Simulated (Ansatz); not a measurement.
## Si on Al(110): change of the work function

How does Si on the top site change the work function of Al(110) as the layer fills?

Program: Ansatz 0.2.0. Level of theory: plane-wave DFT, PBE-D3(BJ), Ansatz PAW. Results are calculated unless marked as measured.

### 1. Starting point

The cell holds 5 atoms: 5 Al. Cell: a = 4.050 Å, b = 2.864 Å, c = 23.728 Å, α = 90.0°, β = 90.0°, γ = 90.0°. Vacuum lies along c.

### 2. The clean slab

The bare slab comes first, as the zero from which every change is counted. The two lowest layers are held at bulk places and the upper ones relax. The dipole correction removes the false field that a one-sided slab makes across the periodic vacuum, so each face gets a flat vacuum level of its own.

input.yaml reads:

```yaml
crystal:
  lattice:
    - [4.05, 0.0, 0.0]
    - [0.0, 2.8637824638, 0.0]
    - [0.0, 0.0, 23.7275649276]
  atoms:
    - { symbol: Al, position: [0.0, 0.0, 0.3793056737] }
    - { symbol: Al, position: [0.5, 0.5, 0.4396528368] }
    - { symbol: Al, position: [0.0, 0.0, 0.5] }
    - { symbol: Al, position: [0.5, 0.5, 0.5603471632] }
    - { symbol: Al, position: [0.0, 0.0, 0.6206943263] }
kpoints:
  mp_grid: { grid: [8, 10, 1] }
hamiltonian:
  xc: pbe
  dispersion: d3bj
scf:
  occupations: { method: fermi_dirac, width: 0.1 }
  convergence: { dr2_threshold: 1.0e-08 }
efield:
  axis: 3
  dipole_correction: true
  ramp_position: 0.97
  ramp_width: 0.06
relax:
  f_tol: 0.02
  max_steps: 60
  constraints: [{ sites: [0, 1] }]
output:
  write_potential: true
  write_density: true
  volumetric_format: npy
```

The run is started by

```sh
$ ansatz run input.yaml --threads 4 --pin off --max-ram 6144MiB --backend cpu --events-out ev --progress --plain --runs-dir out
```

Numbers of over 12 decimals in the logs are rounded to 6 here.

The program printed:

```text
Engine: ansatz 0.2.0, aarch64-unknown-linux-gnu
Pseudopotentials: kind: paw
Pseudopotential: Al, paw, valence charge 3, recommended cutoff 420 eV (normal), Al.paw.azcp
Functional definition: PBE
  parameter kappa = 0.804
  parameter beta = 0.066725
  exchange = pbe_x(kappa = kappa, mu = beta*pi^2/3)
  correlation = pbe_c(beta = beta)
Crystal: 5 atoms, lattice volume = 275.200 Å³
Basis set: ecut = 420 eV, 5383 PW (Γ), exchange–correlation on 60×40×320 points (8 copies of the dense FFT grid, shifted against one another)
Bands: 13, of which v1, the nominal top of the filled ones, is band 8 counted from 1 (7 counted from 0)
Symmetry: 4 space group operations
k-points: 30 of 80
Non-local potential: Al, projectors of the file, l = 0: 2, l = 1: 2, l = 2: 1
PAW form: soft (Blöchl's): semilocal exchange-correlation on the pseudo side does not see the compensation charge
PAW one-centre angular grid: Al, 110 points (default); XC on 64 Gauss nodes
Initial density: superposition of atomic densities (neutral atoms: chi_scale 0, normalization atom), corrected by the library's trained network
Initial wavefunctions: pseudopotential atomic-orbital guess
Functional: x = pbe(κ = 0.804, μ = 0.219515), c = pbe(β = 0.066725)
SCF iter   1: F=—  HF=-2687.246940 eV  |F-HF|=—  |Δ(HF+E_count)|=         —  Δρ=1.03e-3  dr2=5.06e-3  ethr=1.77e-3  p=0.000 e·Å  D=8.51e-15 V/Å  ΔV_dip=-0.00 eV  dr2_dipole=9.03e-11  V_vac-E_F(+/−)=3.92/3.92 eV  ⟨swp⟩=8.9  Hψ=3210  notcnv=0
efield: sawtooth ramp at fractional position 0.9700 (set: `efield.ramp_position`, or a place that a band, a saddle search or an elastic batch's reference lends), width 0.0600; the density the first Hamiltonian is built on has a dipole p = 0.000 e·Å; the dipole correction subtracts the counter field D = 8.51e-15 V/Å, which shifts the + side's vacuum level by -0.00 eV against the − side's; the planar-averaged density in the ramp window peaks in size at 5.3e-6 e/Å³
preconditioner: auto → LDOS  [metal: Δε(μ)=0.036 eV  Ē_g=6.210 eV  σ=0.100 eV  W_gap=0.09  n_scr=22 (ndim 8)  ℏωp=8.7 eV  f_vac=0.557  D(μ)=2.53/eV (n_scr^D=8)  β→1.0]
SCF iter   2: F=—  HF=-2687.247337 eV  |F-HF|=—  |Δ(HF+E_count)|=   3.97e-4  Δρ=2.65e-4  dr2=3.50e-4  ethr=3.37e-5  p=0.000 e·Å  D=1.17e-5 V/Å  ΔV_dip=-0.00 eV  dr2_dipole=5.04e-12  V_vac-E_F(+/−)=3.98/3.98 eV  ⟨swp⟩=2.4  Hψ=909  notcnv=0
SCF iter   3: F=—  HF=-2687.247465 eV  |F-HF|=—  |Δ(HF+E_count)|=   1.27e-4  Δρ=7.90e-5  dr2=3.11e-5  ethr=2.34e-6  p=0.000 e·Å  D=4.49e-6 V/Å  ΔV_dip=-0.00 eV  dr2_dipole=3.16e-11  V_vac-E_F(+/−)=3.99/3.99 eV  ⟨swp⟩=2.5  Hψ=681  notcnv=0
SCF iter   4: F=—  HF=-2687.247562 eV  |F-HF|=—  |Δ(HF+E_count)|=   9.78e-5  Δρ=2.01e-5  dr2=1.89e-6  ethr=2.07e-7  p=0.000 e·Å  D=7.13e-7 V/Å  ΔV_dip=-0.00 eV  dr2_dipole=1.03e-11  V_vac-E_F(+/−)=3.98/3.98 eV  ⟨swp⟩=2.6  Hψ=662  notcnv=0
SCF iter   5: F=—  HF=-2687.247571 eV  |F-HF|=—  |Δ(HF+E_count)|=   9.01e-6  Δρ=5.24e-6  dr2=1.43e-7  ethr=1.26e-8  p=0.000 e·Å  D=1.80e-7 V/Å  ΔV_dip=-0.00 eV  dr2_dipole=5.84e-13  V_vac-E_F(+/−)=3.99/3.99 eV  ⟨swp⟩=2.6  Hψ=642  notcnv=0
SCF iter   6: F=-2687.247572 eV  HF=-2687.247572 eV  |F-HF|=1.02e-8  |Δ(HF+E_count)|=   2.37e-7  Δρ=9.00e-7  dr2=5.62e-9  ethr=6.67e-11  p=-0.000 e·Å  D=-3.81e-8 V/Å  ΔV_dip=0.00 eV  dr2_dipole=1.58e-13  V_vac-E_F(+/−)=3.99/3.99 eV  ⟨swp⟩=7.9  Hψ=2835  notcnv=0
SCF 1 converged in 6 iterations: F = -2687.247572 eV  dr2 = 5.62e-9
  greatest PAW one-centre occupation: 0.484 electrons in one spin orbital (limit 2), on the Al atom at site 0 (counted from 0), in its partial waves of l = 0
relax step   1: F+E_penalty+E_count = -2687.24757153 eV  Δ(F+E_penalty+E_count) = +0.000e0 eV  max|allowed force component| = 3.062e-1 eV/Å  Δτ_max = 0.0000 Å  (6 SCF iters, accepted)
Initial density: handed on by an earlier stage of this run
Initial wavefunctions: those handed on with the density
iter 1 solved again at ethr=3.25e-4 eV; its pass at ethr=3.10e-3 eV (dr2=4.87e-2 eV) is discarded
SCF iter   1: F=—  HF=-2687.276098 eV  |F-HF|=—  |Δ(HF+E_count)|=         —  Δρ=1.97e-3  dr2=5.40e-2  ethr=3.25e-4  p=-0.000 e·Å  D=-3.91e-8 V/Å  ΔV_dip=0.00 eV  dr2_dipole=2.32e-3  V_vac-E_F(+/−)=4.04/4.04 eV  ⟨swp⟩=1.9  Hψ=2554  notcnv=0
efield: sawtooth ramp at fractional position 0.9700 (set: `efield.ramp_position`, or a place that a band, a saddle search or an elastic batch's reference lends), width 0.0600; the density the first Hamiltonian is built on has a dipole p = -0.000 e·Å; the dipole correction subtracts the counter field D = -3.91e-8 V/Å, which shifts the + side's vacuum level by +0.00 eV against the − side's; the planar-averaged density in the ramp window peaks in size at 6.2e-8 e/Å³
preconditioner: auto → LDOS  [metal: Δε(μ)=0.013 eV  Ē_g=6.320 eV  σ=0.100 eV  W_gap=0.03  n_scr=22 (ndim 8)  ℏωp=8.7 eV  f_vac=0.565  D(μ)=2.50/eV (n_scr^D=8)  β→1.0]
SCF iter   2: F=—  HF=-2687.269205 eV  |F-HF|=—  |Δ(HF+E_count)|=   6.89e-3  Δρ=8.41e-4  dr2=5.75e-3  ethr=3.25e-4  p=0.003 e·Å  D=2.25e-3 V/Å  ΔV_dip=-0.05 eV  dr2_dipole=4.73e-7  V_vac-E_F(+/−)=3.94/3.99 eV  ⟨swp⟩=2.6  Hψ=622  notcnv=0
SCF iter   3: F=—  HF=-2687.268775 eV  |F-HF|=—  |Δ(HF+E_count)|=   4.30e-4  Δρ=1.89e-4  dr2=4.93e-4  ethr=3.83e-5  p=-0.000 e·Å  D=-2.00e-4 V/Å  ΔV_dip=0.00 eV  dr2_dipole=4.15e-5  V_vac-E_F(+/−)=4.01/4.00 eV  ⟨swp⟩=2.4  Hψ=621  notcnv=0
SCF iter   4: F=—  HF=-2687.268768 eV  |F-HF|=—  |Δ(HF+E_count)|=   6.53e-6  Δρ=4.15e-5  dr2=2.18e-5  ethr=3.29e-6  p=-0.000 e·Å  D=-1.06e-4 V/Å  ΔV_dip=0.00 eV  dr2_dipole=5.90e-7  V_vac-E_F(+/−)=4.00/4.00 eV  ⟨swp⟩=2.4  Hψ=612  notcnv=0
SCF iter   5: F=—  HF=-2687.268867 eV  |F-HF|=—  |Δ(HF+E_count)|=   9.85e-5  Δρ=1.14e-5  dr2=6.16e-7  ethr=1.46e-7  p=-0.000 e·Å  D=-2.58e-4 V/Å  ΔV_dip=0.01 eV  dr2_dipole=3.28e-8  V_vac-E_F(+/−)=4.01/4.00 eV  ⟨swp⟩=2.5  Hψ=622  notcnv=0
SCF iter   6: F=—  HF=-2687.268874 eV  |F-HF|=—  |Δ(HF+E_count)|=   6.86e-6  Δρ=2.70e-6  dr2=5.65e-8  ethr=4.11e-9  p=-0.000 e·Å  D=-2.92e-4 V/Å  ΔV_dip=0.01 eV  dr2_dipole=1.41e-9  V_vac-E_F(+/−)=4.01/4.00 eV  ⟨swp⟩=2.3  Hψ=653  notcnv=0
SCF iter   7: F=-2687.268874 eV  HF=-2687.268874 eV  |F-HF|=1.04e-8  |Δ(HF+E_count)|=   8.13e-8  Δρ=5.23e-7  dr2=1.38e-9  ethr=6.67e-11  p=-0.000 e·Å  D=-3.05e-4 V/Å  ΔV_dip=0.01 eV  dr2_dipole=3.85e-11  V_vac-E_F(+/−)=4.01/4.00 eV  ⟨swp⟩=9.8  Hψ=2608  notcnv=0
SCF 2 converged in 7 iterations: F = -2687.268874 eV  dr2 = 1.38e-9
relax step   2: F+E_penalty+E_count = -2687.26887377 eV  Δ(F+E_penalty+E_count) = -2.130e-2 eV  max|allowed force component| = 8.229e-2 eV/Å  Δτ_max = 0.1757 Å  (7 SCF iters, accepted)
SCF iter   1: F=—  HF=-2687.270781 eV  |F-HF|=—  |Δ(HF+E_count)|=         —  Δρ=4.23e-4  dr2=3.44e-3  ethr=9.42e-5  p=-0.000 e·Å  D=-3.05e-4 V/Å  ΔV_dip=0.01 eV  dr2_dipole=1.10e-4  V_vac-E_F(+/−)=4.00/3.99 eV  ⟨swp⟩=2.0  Hψ=1261  notcnv=0
efield: sawtooth ramp at fractional position 0.9700 (set: `efield.ramp_position`, or a place that a band, a saddle search or an elastic batch's reference lends), width 0.0600; the density the first Hamiltonian is built on has a dipole p = -0.000 e·Å; the dipole correction subtracts the counter field D = -3.05e-4 V/Å, which shifts the + side's vacuum level by +0.01 eV against the − side's; the planar-averaged density in the ramp window peaks in size at 6.8e-8 e/Å³
preconditioner: auto → LDOS  [metal: Δε(μ)=0.043 eV  Ē_g=6.277 eV  σ=0.100 eV  W_gap=0.11  n_scr=22 (ndim 8)  ℏωp=8.7 eV  f_vac=0.562  D(μ)=2.45/eV (n_scr^D=8)  β→1.0]
SCF iter   2: F=—  HF=-2687.270243 eV  |F-HF|=—  |Δ(HF+E_count)|=   5.38e-4  Δρ=1.94e-4  dr2=3.10e-4  ethr=2.30e-5  p=-0.001 e·Å  D=-5.56e-4 V/Å  ΔV_dip=0.01 eV  dr2_dipole=4.54e-6  V_vac-E_F(+/−)=4.01/4.00 eV  ⟨swp⟩=2.1  Hψ=777  notcnv=0
SCF iter   3: F=—  HF=-2687.270247 eV  |F-HF|=—  |Δ(HF+E_count)|=   3.32e-6  Δρ=4.55e-5  dr2=3.25e-5  ethr=2.06e-6  p=-0.000 e·Å  D=-1.68e-4 V/Å  ΔV_dip=0.00 eV  dr2_dipole=4.05e-6  V_vac-E_F(+/−)=4.00/4.00 eV  ⟨swp⟩=2.1  Hψ=627  notcnv=0
SCF iter   4: F=—  HF=-2687.270326 eV  |F-HF|=—  |Δ(HF+E_count)|=   7.90e-5  Δρ=1.09e-5  dr2=1.70e-6  ethr=2.17e-7  p=-0.000 e·Å  D=-2.22e-4 V/Å  ΔV_dip=0.01 eV  dr2_dipole=1.30e-8  V_vac-E_F(+/−)=4.00/4.00 eV  ⟨swp⟩=2.1  Hψ=588  notcnv=0
SCF iter   5: F=—  HF=-2687.270335 eV  |F-HF|=—  |Δ(HF+E_count)|=   9.20e-6  Δρ=2.75e-6  dr2=3.79e-8  ethr=1.13e-8  p=-0.000 e·Å  D=-1.77e-4 V/Å  ΔV_dip=0.00 eV  dr2_dipole=1.08e-9  V_vac-E_F(+/−)=4.00/4.00 eV  ⟨swp⟩=2.3  Hψ=600  notcnv=0
SCF iter   6: F=-2687.270335 eV  HF=-2687.270335 eV  |F-HF|=3.61e-9  |Δ(HF+E_count)|=   6.57e-8  Δρ=5.24e-7  dr2=2.83e-9  ethr=6.67e-11  p=-0.000 e·Å  D=-1.63e-4 V/Å  ΔV_dip=0.00 eV  dr2_dipole=7.43e-11  V_vac-E_F(+/−)=4.00/4.00 eV  ⟨swp⟩=10.0  Hψ=2626  notcnv=0
SCF 3 converged in 6 iterations: F = -2687.270335 eV  dr2 = 2.83e-9
relax step   3: F+E_penalty+E_count = -2687.27033486 eV  Δ(F+E_penalty+E_count) = -1.461e-3 eV  max|allowed force component| = 7.114e-3 eV/Å  Δτ_max = 0.0236 Å  (6 SCF iters, accepted)
NSCF: frozen V_eff on 30 k-points
the band table was solved once a step of the walk had ended and its energy, with any forces and stress, was formed, with the checks that follow a solve (3827 applications of the Hamiltonian). They found nothing against the state; the energy, forces and stress were not computed again (output.eigenvalues in the input reference)
WARN: The output density's exchange-correlation potential varies sharply where the density is thin. Do not read a vacuum level from v_tot or v_xc, or from such a field of the output density. On a cell that repeats whose density bears no net charge and no dipole along the vacuum's axis use v_es (v_loc + v_h of the components); under efield.dipole_correction with no amplitude use v_es + v_field, which holds any externa [...]
SCF converged after 6 iterations
Free energy (F): -2687.270335 eV
Harris-Foulkes:  -2687.270335 eV  (|F-HF|=3.61e-9)
Internal energy: -2687.192055 eV  (E = F + TS)
E sigma→0 (E₀):  -2687.231195 eV
Entropy (-TS):   -0.078280 eV (-15.656 meV/atom)
Fermi energy:    -0.332902 eV
Dipole field:    D = -0.000173 V/Å  (p = -0.000263 e·Å, saw-weighted, corrected)
Work function:   Φ+ = 4.0025 eV   Φ− = 3.9984 eV
Levels:          The Fermi level and band energies are counted from a zero that moves with the ramp; work functions are not
--- Per-component energies (eV) ---
  E_band       = -67.521835
  E_kinetic    = 107.665972
  E_local      = -3348.772525  (includes V_loc(G=0)·N_el)
  E_nonlocal   = 52.616808
  E_hartree    = 1639.415102
  E_xc         = -194.866466
  E_vxc        = -139.632022  (∫ρ·V_xc dr)
  E_paw        = -2336.559303  (= ΣΔE_a)
  E_vpaw       = -18.230020  (= ΣTr[D̂ρ^β])
  E_aug_tail   = -0.000011  (compensation charges beyond the density's cutoff)
  E_efield     = 0.000000  (sawtooth field / dipole correction)
  E_vefield    = -0.000128  (∫n·V_field dr)
  E_ewald      = 1394.450103
  E_disp       = -1.141735  (pairwise vdW)
  E_smearing   = -0.078280  (= −TS)
  E_closure    = 0.000000  (closes the sum)
  Σ components = -2687.270335   (vs F -2687.270335, Δ=0.00e0)
--- Forces (eV/Å), atoms counted from 1 ---
  atom   1  Al     0.00000000     0.00000000     0.20727424
  atom   2  Al     0.00000000     0.00000000    -0.21579606
  atom   3  Al     0.00000000     0.00000000     0.00278793
  atom   4  Al     0.00000000     0.00000000     0.00711448
  atom   5  Al     0.00000000     0.00000000    -0.00137609
  max |Σ_I F_I| component: 4.51e-6 eV/Å
--- Band table (eV; the first three rows and the last of 30) ---
  k-point 0: bands = [... 4 lower, -2.9078, -1.4995, -1.2427, -1.0571, 0.3267, 1.3798, 1.7862, 3.0285, ... 1 higher]
  k-point 1: bands = [... 4 lower, -2.7430, -1.3301, -1.0779, -0.8993, 0.4918, 1.5448, 1.9273, 2.8110, ... 1 higher]
  k-point 2: bands = [... 4 lower, -2.2484, -0.9154, -0.5837, -0.5220, 0.4000, 0.9178, 1.7333, 2.0396, ... 1 higher]
  k-point 29: bands = [... 4 lower, -3.0824, -3.0389, -2.8541, -1.7317, -1.0794, 0.0092, 0.3294, 0.5093, ... 1 higher]
--- Relaxed structure (3 steps of the walk, 3 accepted, 0 SCFs on fresh bases) ---
  F+E_penalty+E_count = -2687.27033486 eV   max|allowed force component| = 7.114e-3 eV/Å
  atoms:
    - { symbol: Al, position: [0.0, 0.0, 0.3793056737] }
    - { symbol: Al, position: [0.5, 0.5, 0.4396528368] }
    - { symbol: Al, position: [0.0, 0.0, 0.497575] }
    - { symbol: Al, position: [0.5, 0.5, 0.558916] }
    - { symbol: Al, position: [0.0, 0.0, 0.614152] }
```

It took 6.1 s on 4 threads of Arm Neoverse V2, shared host; peak memory 0.49 GiB; 23 s of CPU time.

The steps of the relaxation:

```csv
step,energy less that of the first step (eV),largest force component (eV/Å)
1,0.0000,0.3062
2,-0.0213,0.0823
3,-0.0228,0.0071
```

The run keeps the 4 symmetry operations that it works with, so distortions that break them were not tested.

The atoms that moved most (Å):

| atom | dx | dy | dz | length |
| --- | --- | --- | --- | --- |
| Al5 | 0.000 | 0.000 | -0.155 | 0.155 |
| Al3 | 0.000 | 0.000 | -0.058 | 0.058 |
| Al4 | 0.000 | 0.000 | -0.034 | 0.034 |

The relaxed structure:

```xyz
5
Lattice="4.0500 0.0000 0.0000 0.0000 2.8638 0.0000 0.0000 0.0000 23.7276" Properties=species:S:1:pos:R:3
Al    0.0000    0.0000    9.0000
Al    2.0250    1.4319   10.4319
Al    0.0000    0.0000   11.8062
Al    2.0250    1.4319   13.2617
Al    0.0000    0.0000   14.5723
```

This step gave:

```yaml
energy_at_zero_smearing: -2687.2312 eV
work_function_upper_face: 4.002 eV
dipole_along_the_normal: -2.63e-4 e·Å
```

Running mean over 1.432 Å of the planar mean; the ramp of the sawtooth is left out. The electron's electrostatic potential energy less the Fermi level by z:

z (Å), electron's electrostatic potential energy less the Fermi level (eV) and a bar from the least value:
```
      3.0       4.00 ##############################
      3.5       4.00 ##############################
      4.0       4.00 ##############################
      4.5       4.00 ##############################
      5.0       4.00 ##############################
      5.5       3.99 ##############################
      6.0       3.96 ##############################
      6.5       3.88 ##############################
      7.0       3.59 #############################
      7.5       2.69 ##########################
      8.0       0.67 ###################
      8.5      -1.67 ###########
      9.0      -3.65 #####
      9.5      -4.48 ##
     10.0      -4.69 #
     10.5      -4.86 #
     11.0      -4.95 
     11.5      -4.94 #
     12.0      -4.76 #
     12.5      -4.68 #
     13.0      -4.80 #
     13.5      -5.09 
     14.0      -5.02 
     14.5      -4.25 ###
     15.0      -2.12 ##########
     15.5       0.31 ##################
     16.0       2.47 #########################
     16.5       3.52 ############################
     17.0       3.85 ##############################
     17.5       3.96 ##############################
     18.0       3.99 ##############################
     18.5       4.00 ##############################
     19.0       4.00 ##############################
     19.5       4.00 ##############################
     20.0       4.00 ##############################
     20.5       4.00 ##############################
```

The relaxation took 3 steps and lowered the energy by 0.023 eV; the largest force on the free atoms ends at 0.0071 eV/Å.

The work function of the upper face is 4.00 eV.

(Part 1 of 5 ends here.)

[Logs are printed without paths, hosts, clocks, repeated set-up lines and the standing remarks that a program may print on its own settings, such as how far it seeks lower states.]

[Hosts, paths, dates, database ids (printed as entryN), source tags and the programs' standing remarks are cut or masked in the printed files.]

[Maps of the electrostatic potential energy from Ansatz leave out the sawtooth potential of an applied field or a dipole correction, so their vacuum need not be flat; planar profiles and work functions include it.]
